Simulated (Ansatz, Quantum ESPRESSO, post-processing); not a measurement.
# vacuum gap of 3.5 Å between two Ta(100) faces: ballistic transmission, part 4 of 4

How well does the junction conduct in the ballistic limit? It is: vacuum gap of 3.5 Å between two Ta(100) faces.

Quantum ESPRESSO 7.5; plane-wave DFT, PBE, JTH PAW pseudopotentials; cross-check by Ansatz 0.2.0 with PAW datasets.

So far. Step 3 (Transmission with pwcond.x): At no point does T exceed the number of channels. Step 5 (The open system, with ikind = 2): The message: “init_orbitals (1): Too big atomic spheres”. ikind = 2 asks for a second, right-hand lead, for which no boundary (bdr) or run was given; ikind = 1 fits one lead on both sides.

## 6. Cross-check with Ansatz

A second code with its own PAW datasets, on the same atoms.

Level of this step: plane-wave DFT, PBE, Ansatz PAW (Ansatz 0.2.0).

input.yaml reads:

```yaml
crystal:
  lattice:
    - [3.32, 0.0, 0.0]
    - [0.0, 3.32, 0.0]
    - [0.0, 0.0, 35.04]
  atoms:
    - { symbol: Ta, position: [0.0, 0.0, 0.0] }
    - { symbol: Ta, position: [0.5, 0.5, 0.0473744292] }
    - { symbol: Ta, position: [0.0, 0.0, 0.0947488584] }
    - { symbol: Ta, position: [0.5, 0.5, 0.1421232877] }
    - { symbol: Ta, position: [0.0, 0.0, 0.1894977169] }
    - { symbol: Ta, position: [0.5, 0.5, 0.2368721461] }
    - { symbol: Ta, position: [0.0, 0.0, 0.2842465753] }
    - { symbol: Ta, position: [0.5, 0.5, 0.3316210046] }
    - { symbol: Ta, position: [0.0, 0.0, 0.3789954338] }
    - { symbol: Ta, position: [0.5, 0.5, 0.426369863] }
    - { symbol: Ta, position: [0.0, 0.0, 0.5262557078] }
    - { symbol: Ta, position: [0.5, 0.5, 0.573630137] }
    - { symbol: Ta, position: [0.0, 0.0, 0.6210045662] }
    - { symbol: Ta, position: [0.5, 0.5, 0.6683789954] }
    - { symbol: Ta, position: [0.0, 0.0, 0.7157534247] }
    - { symbol: Ta, position: [0.5, 0.5, 0.7631278539] }
    - { symbol: Ta, position: [0.0, 0.0, 0.8105022831] }
    - { symbol: Ta, position: [0.5, 0.5, 0.8578767123] }
    - { symbol: Ta, position: [0.0, 0.0, 0.9052511416] }
    - { symbol: Ta, position: [0.5, 0.5, 0.9526255708] }
kpoints:
  mp_grid: { grid: [7, 7, 1] }
hamiltonian:
  xc: pbe
scf:
  occupations: { method: fermi_dirac, width: 0.1 }
  convergence: { dr2_threshold: 1.0e-08 }
output:
  transmission: { leads: [[0, 2]], e_range: [-0.4, 0.4], de: 0.4, kmesh: [12, 12] }
  write_potential: true
  write_density: true
  volumetric_format: npy
```

Run with:

```console
> ansatz run input.yaml --threads 4 --pin off --max-ram 8192MiB --backend cpu --events-out ev --progress --plain --runs-dir out
```

Numbers of over 12 decimals in the logs are rounded to 6 here.

Log:

```text
Engine: ansatz 0.2.0, aarch64-unknown-linux-gnu
Pseudopotentials: kind: paw
Pseudopotential: Ta, paw, valence charge 13, recommended cutoff 420 eV (normal), Ta.paw.azcp
Functional definition: PBE
  parameter kappa = 0.804
  parameter beta = 0.066725
  exchange = pbe_x(kappa = kappa, mu = beta*pi^2/3)
  correlation = pbe_c(beta = beta)
Crystal: 20 atoms, lattice volume = 386.225 Å³
Basis set: ecut = 420 eV, 7637 PW (Γ)
Bands: 156, of which v1, the nominal top of the filled ones, is band 130 counted from 1 (129 counted from 0)
Symmetry: 16 space group operations
Space group: P4/nmm (ITA 129), of the structure as read, at distance tolerance 7.3e-5 Å
k-points: 10 of 49
Non-local potential: Ta, projectors of the file, l = 0: 3, l = 1: 2, l = 2: 2, l = 3: 1
PAW form: soft (Blöchl's): semilocal exchange-correlation on the pseudo side does not see the compensation charge
PAW one-centre angular grid: Ta, 590 points (default); XC on 64 Gauss nodes
Initial density: superposition of atomic densities (neutral atoms: chi_scale 0, normalization atom), corrected by the library's trained network
Initial wavefunctions: pseudopotential atomic-orbital guess
Functional: x = pbe(κ = 0.804, μ = 0.219515), c = pbe(β = 0.066725)
SCF iter   1: F=—  HF=-198643.110646 eV  |F-HF|=—  |Δ(HF+E_count)|=         —  Δρ=1.19e-2  dr2=9.40e1  ethr=1.77e-3  ⟨swp⟩=5.9  Hψ=6277  notcnv=0  defer=5
preconditioner: auto → Kerker (q_TF=auto, 2.554 Å⁻¹)  [metal: Δε(μ)=0.021 eV  Ē_g=3.967 eV  σ=0.100 eV  W_gap=0.05  n_scr=104 (ndim 8)  ℏωp=18.9 eV  f_vac=0.000  D(μ)=22.38/eV (n_scr^D=236)]
SCF iter   2: F=—  HF=-198642.821442 eV  |F-HF|=—  |Δ(HF+E_count)|=   2.89e-1  Δρ=6.44e-3  dr2=2.95e1  ethr=1.77e-3  ⟨swp⟩=1.0  Hψ=1800  notcnv=0  defer=6
SCF iter   3: F=—  HF=-198642.705709 eV  |F-HF|=—  |Δ(HF+E_count)|=   1.16e-1  Δρ=2.33e-3  dr2=9.33e-1  ethr=1.77e-3  ⟨swp⟩=1.0  Hψ=1538  notcnv=0  defer=6
SCF iter   4: F=—  HF=-198642.702402 eV  |F-HF|=—  |Δ(HF+E_count)|=   3.31e-3  Δρ=9.43e-4  dr2=4.50e-1  ethr=3.59e-4  ⟨swp⟩=1.5  Hψ=1750  notcnv=0  defer=7
SCF iter   5: F=—  HF=-198642.700575 eV  |F-HF|=—  |Δ(HF+E_count)|=   1.83e-3  Δρ=4.58e-4  dr2=1.26e-1  ethr=1.73e-4  ⟨swp⟩=1.0  Hψ=1566  notcnv=0  defer=7
SCF iter   6: F=—  HF=-198642.699971 eV  |F-HF|=—  |Δ(HF+E_count)|=   6.05e-4  Δρ=1.24e-4  dr2=6.10e-3  ethr=4.85e-5  ⟨swp⟩=1.0  Hψ=1542  notcnv=0  defer=7
SCF iter   7: F=—  HF=-198642.699933 eV  |F-HF|=—  |Δ(HF+E_count)|=   3.72e-5  Δρ=1.72e-5  dr2=1.37e-5  ethr=2.35e-6  ⟨swp⟩=1.0  Hψ=1542  notcnv=0  defer=7
SCF iter   8: F=—  HF=-198642.700265 eV  |F-HF|=—  |Δ(HF+E_count)|=   3.31e-4  Δρ=4.89e-6  dr2=3.48e-6  ethr=5.29e-9  ⟨swp⟩=2.7  Hψ=2120  notcnv=0  defer=8
SCF iter   9: F=—  HF=-198642.700265 eV  |F-HF|=—  |Δ(HF+E_count)|=   2.39e-8  Δρ=1.89e-6  dr2=8.91e-7  ethr=1.34e-9  ⟨swp⟩=1.0  Hψ=1542  notcnv=0  defer=8
SCF iter  10: F=—  HF=-198642.700265 eV  |F-HF|=—  |Δ(HF+E_count)|=   6.20e-9  Δρ=5.72e-7  dr2=7.50e-8  ethr=3.43e-10  ⟨swp⟩=1.0  Hψ=1544  notcnv=0  defer=8
SCF iter  11: F=-198642.700265 eV  HF=-198642.700265 eV  |F-HF|=6.11e-10  |Δ(HF+E_count)|=  6.69e-10  Δρ=1.02e-7  dr2=6.59e-10  ethr=3.85e-12  ⟨swp⟩=10.0  Hψ=3931  notcnv=0
SCF 1 converged in 11 iterations: F = -198642.700265 eV  dr2 = 6.59e-10
  greatest PAW one-centre occupation: 0.999 electrons in one spin orbital (limit 2), on the Ta atom at site 14 (counted from 0), in its partial waves of l = 0
transmission: 182 of 1792 steps passed
transmission: 362 of 1792 steps passed
[...]
transmission: 1792 of 1792 steps passed
SCF converged after 11 iterations
Free energy (F): -198642.700265 eV
Harris-Foulkes:  -198642.700265 eV  (|F-HF|=6.11e-10)
Internal energy: -198641.834175 eV  (E = F + TS)
E sigma→0 (E₀):  -198642.267220 eV
Entropy (-TS):   -0.866090 eV (-43.305 meV/atom)
Fermi energy:    17.270313 eV
--- Per-component energies (eV) ---
  E_band       = -2448.422750
  E_kinetic    = 7298.051614
  E_local      = -20332.965069  (includes V_loc(G=0)·N_el)
  E_nonlocal   = 292.027815
  E_hartree    = 8309.417067
  E_xc         = -4360.079693
  E_vxc        = -4068.775525  (∫ρ·V_xc dr)
  E_paw        = -167929.751727  (= ΣΔE_a)
  E_vpaw       = -2255.601570  (= ΣTr[D̂ρ^β])
  E_aug_tail   = 0.002697  (compensation charges beyond the density's cutoff)
  E_ewald      = -21918.536878
  E_smearing   = -0.866090  (= −TS)
  E_closure    = -0.000000  (closes the sum)
  Σ components = -198642.700265   (vs F -198642.700265, Δ=0.00e0)
--- Band table (eV; the first three rows and the last of 10) ---
  k-point 0: bands = [... 126 lower, 17.9994, 17.9994, 18.0217, 18.0467, 18.0467, 18.0686, 18.1577, 18.1608, ... 22 higher]
  k-point 1: bands = [... 126 lower, 17.6622, 17.7209, 17.7726, 17.8401, 17.9197, 17.9254, 17.9897, 18.1880, ... 22 higher]
  k-point 2: bands = [... 126 lower, 17.2259, 17.2984, 17.3415, 17.3557, 17.5068, 17.6510, 17.6603, 17.7009, ... 22 higher]
  k-point 9: bands = [... 126 lower, 16.6105, 16.8409, 16.8938, 17.1213, 17.3104, 17.4916, 17.5435, 17.7107, ... 22 higher]
--- Transmission ---
  basis      : 97 plane waves across, 64 finite elements along
  points     : 28, standing for a mesh of 12 x 12
  energies   : 3 from -0.400000 to 0.400000 eV about the Fermi level, 0.400000 eV apart; the leads are filled to 0.000000 eV, and channels, transmission and decay are at 0.000000 eV
  crystal 0  : Ta2, at the sites [0, 2], period 3.3200 Å, over 33.20 Å; its Hamiltonian steps by up to 2.7 meV
    offset         : up to 0.0000 Å between an atom of the period and one for which it stands
    channels       : 2.520833e0 a spin
    conductance    : none, the energies end too early or step too widely for 300 K: set another output.transmission.e_range or a lower de, or, where they end at an eighth of basis.ecutwfc, a higher one
    slowest decay  : 0.0342 /Å at (0.3333, 0.3333)
  junction   : crystal 0 to crystal 0, -0.13 to 31.59 Å
    transmission   : 5.219573e-1 a spin
    conductance    : none, the energies end too early or step too widely for 300 K: set another output.transmission.e_range or a lower de, or, where they end at an eighth of basis.ecutwfc, a higher one
```

The job ended after 28 s (4 threads of Arm Neoverse V2, shared host; peak memory 1.5 GiB; 1.7 min of CPU time).

Numbers from this step:

```
free energy                                  : -198642.7003 eV
energy at zero smearing                      : -198642.2672 eV
smearing term TS                             : 0.8661 eV
Fermi energy                                 : 17.27 eV
symmetry operations                          : 16
transmission at the Fermi level, one spin    : 0.5220
lead channels at the Fermi level, one spin   : 2.521
step of the lead's Hamiltonian over a period : 2.7 meV
```

Per spin; mean over the k mesh across the current. Transmission, zone mean against energy, zero at the Fermi level:

| energy (eV) | transmission, zone mean |
| --- | --- |
| -0.400 | 0.394 |
| 0.000 | 0.522 |
| 0.400 | 0.403 |

Per spin; mean over the k mesh across the current. Table of open channels, zone mean by energy, zero at the Fermi level:

```
energy (eV)  open channels, zone mean
     -0.400                      2.60
      0.000                      2.52
      0.400                      1.72
```

Ansatz finds T = 0.522 against pwcond's 0.532.

## 7. All levels side by side

All levels:

```
                   step  T at the Fermi level (per spin)  conductance (G0)  r.m.s. T(E) from the first  CPU time of the step (s)  peak memory (GiB)
                 Ansatz                            0.522                 -                           0                     103.6              1.483
                 pwcond                           0.5321            0.5321                     0.01462                      1064               0.39
pwcond, changed setting                           0.5403            0.5403                     0.01971                     646.1               0.36
```

Per spin; mean over the k mesh across the current. The transmission, zone mean by energy, zero at the Fermi level:

```
energy (eV)  Ansatz  pwcond  pwcond, changed setting
     -0.400   0.394   0.398                    0.414
      0.000   0.522   0.532                    0.540
      0.400   0.403   0.380                    0.423
```

## 8. A check by hand

The Landauer sum over the mesh, Σ w T = 0.0556 × 1.49 + 0.0556 × 1.19 + 0.0556 × 0.954 + … = 0.5321.

G = 0.532 × 77.48 µS = 41.2 µS a cell. Times the area of 11.022 Å², the resistance-area product is A/G = 2.67 fΩ m², the leads' contact resistance included.

## 9. What came out

```yaml
conductance_from_t_at_the_fermi_level_a_cell: 0.532 G₀
conductance_per_area: 374 S/μm²
lead_channels_per_spin: 2.60
the_same_conductance_by_ansatz: 0.522 G₀
```

In words: The junction conducts 0.532 G₀ a cell at the Fermi level (PBE, JTH PAW). At the Fermi level the junction passes 20 % of what the leads offer. At the Fermi level pwcond and Ansatz differ by 1.9 %, a close match. The codes count unlike numbers of lead channels on 8 % of the mesh. Points with over 2.5 times the mean carry 38 % of T, so the mean leans on few points, and the mesh was not tested. Over -0.4 to 0.4 eV, T lies between 0.38 and 0.53 per spin. The geometry is as built, not relaxed, and the leads are short. Semilocal functionals lack the image potential in a vacuum gap. Spin-orbit coupling is left out; depending on the atoms that carry the levels of interest, it can split and shift them by tenths of an eV to an eV or more.

[Logs are printed without paths, hosts, clocks, repeated set-up lines and the standing remarks that a program may print on its own settings, such as how far it seeks lower states.]

[Hosts, paths, dates, database ids (printed as entryN), source tags and the programs' standing remarks are cut or masked in the printed files.]

[Maps of the electrostatic potential energy from Ansatz leave out the sawtooth potential of an applied field or a dipole correction, so their vacuum need not be flat; planar profiles and work functions include it.]
